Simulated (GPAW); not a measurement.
Consider diamond-type (Si)1-x(Ge)x, x = 0.125.

```xyz
16
Lattice="0.0000 5.4594 5.4594 5.4594 0.0000 5.4594 5.4594 5.4594 0.0000" Properties=species:S:1:pos:R:3 pbc="T T T"
Si    0.0189    5.4527    5.4696
Si    1.3427    1.3897    1.3538
Si    2.7289    2.7321    0.0037
Si    4.1011    4.1004    1.3601
Ge    8.1580   10.8859    8.1593
Ge    4.0954    1.3627    4.0953
Si    5.4642    2.7461    2.7220
Si    6.7999    4.0777    4.1175
Si   10.9117    8.1995    8.1925
Si    1.3687    4.1022    4.0912
Si    8.1965    5.4635    8.1854
Si    4.0934    6.8277    4.0972
Si    8.1599    8.1853    5.4623
Si    4.0956    4.0635    6.7940
Si    5.4504    5.4592    5.4663
Si    6.8137    6.8238    6.8335
```

Absorber: atom 1, with 1 Si at 2.35 Å, 2 Si at 2.35 Å and 1 Ge at 2.38 Å (tetrahedral). Method: GPAW, LDA, excited-electron core hole (neutral cell), 16-atom cell with 7.7 Å between holes, 4×4×4 k points, dipole transitions, Gaussian full width 0.9 eV up to 4 eV, rising linearly to 3.5 eV at 25 eV.

**Question.** What does the Si K edge look like?

Main maxima up to 24 eV above the zero (height): 1.7 eV (1.34), 3.7 eV (1.78), 6.9 eV (1.35), 9.6 eV (1.15), 12.8 eV (1.14) and 17.5 eV (0.82). A K edge sees empty p states on the absorber. The total-energy difference is 1843.58 eV. One term is added: -14.86 eV, since the hole is spin-paired here and a spin-polarised one costs that much less in the free atom (computed apart). The photon energy is then 1828.72 eV. The tabulated edge of the element is 1839 eV. The functional leaves an error in such absolute values: in the free atom LDA prices this hole 7.8 eV below PBE (computed apart), and PBE is itself good to a few eV.

The Si K spectrum (energy from the bottom of the conduction band, which holds the excited electron; intensity scaled to a mean of 1 over the first 20 eV):

| E (eV) | isotropic | ε ∥ x | ε ∥ y |
| --- | --- | --- | --- |
| -2.0 | 0.00 | 0.00 | 0.00 |
| -1.4 | 0.00 | 0.00 | 0.00 |
| -0.8 | 0.00 | 0.00 | 0.00 |
| -0.2 | 0.07 | 0.07 | 0.06 |
| 0.4 | 0.43 | 0.45 | 0.40 |
| 1.0 | 1.00 | 1.01 | 0.98 |
| 1.6 | 1.34 | 1.35 | 1.33 |
| 2.2 | 1.15 | 1.15 | 1.17 |
| 2.8 | 1.31 | 1.29 | 1.36 |
| 3.4 | 1.73 | 1.69 | 1.80 |
| 4.0 | 1.68 | 1.66 | 1.72 |
| 4.6 | 1.17 | 1.18 | 1.16 |
| 5.2 | 0.97 | 1.00 | 0.92 |
| 5.8 | 0.83 | 0.85 | 0.80 |
| 6.4 | 1.08 | 1.09 | 1.06 |
| 7.0 | 1.35 | 1.37 | 1.31 |
| 7.6 | 1.02 | 1.03 | 0.98 |
| 8.2 | 0.80 | 0.81 | 0.78 |
| 8.8 | 0.94 | 0.95 | 0.94 |
| 9.4 | 1.14 | 1.13 | 1.15 |
| 10.0 | 1.11 | 1.10 | 1.14 |
| 10.6 | 1.00 | 0.98 | 1.03 |
| 11.2 | 0.96 | 0.95 | 0.97 |
| 11.8 | 1.02 | 1.02 | 1.02 |
| 12.4 | 1.11 | 1.11 | 1.12 |
| 13.0 | 1.13 | 1.12 | 1.15 |
| 13.6 | 1.04 | 1.03 | 1.06 |
| 14.2 | 0.88 | 0.88 | 0.90 |
| 14.8 | 0.75 | 0.75 | 0.76 |
| 15.4 | 0.70 | 0.70 | 0.71 |
| 16.0 | 0.72 | 0.72 | 0.74 |
| 16.6 | 0.78 | 0.76 | 0.80 |
| 17.2 | 0.82 | 0.80 | 0.84 |
| 17.8 | 0.82 | 0.81 | 0.83 |
| 18.4 | 0.79 | 0.79 | 0.79 |
| 19.0 | 0.77 | 0.78 | 0.75 |
| 19.6 | 0.76 | 0.77 | 0.74 |
| 20.2 | 0.75 | 0.76 | 0.74 |
| 20.8 | 0.73 | 0.73 | 0.72 |
| 21.4 | 0.70 | 0.70 | 0.69 |
| 22.0 | 0.66 | 0.66 | 0.65 |
| 22.6 | 0.63 | 0.64 | 0.62 |
| 23.2 | 0.63 | 0.64 | 0.62 |
| 23.8 | 0.67 | 0.68 | 0.66 |
| 24.4 | 0.73 | 0.74 | 0.72 |
| 25.0 | 0.79 | 0.80 | 0.78 |
| 25.6 | 0.84 | 0.84 | 0.83 |

The mesh is coarse (0.25 Å⁻¹ between points), so small maxima may be mesh ripples.

[Banner, clock and machine lines of the logs are left out without a mark of their own.]

[Logs are printed without paths, hosts, clocks, repeated set-up lines and the standing remarks that a program may print on its own settings, such as how far it seeks lower states.]

[Hosts, paths, dates, database ids (printed as entryN), source tags and the programs' standing remarks are cut or masked in the printed files.]

[Lists of maxima count a maximum above −3 eV only where it reaches 4 % of the highest in the window and stands out from its surroundings by 2 % of it (1.5 % where it reaches 55 %); shoulders and weaker maxima are passed over, and of the rest the first, up to two pre-edge ones and the few strongest are named.]
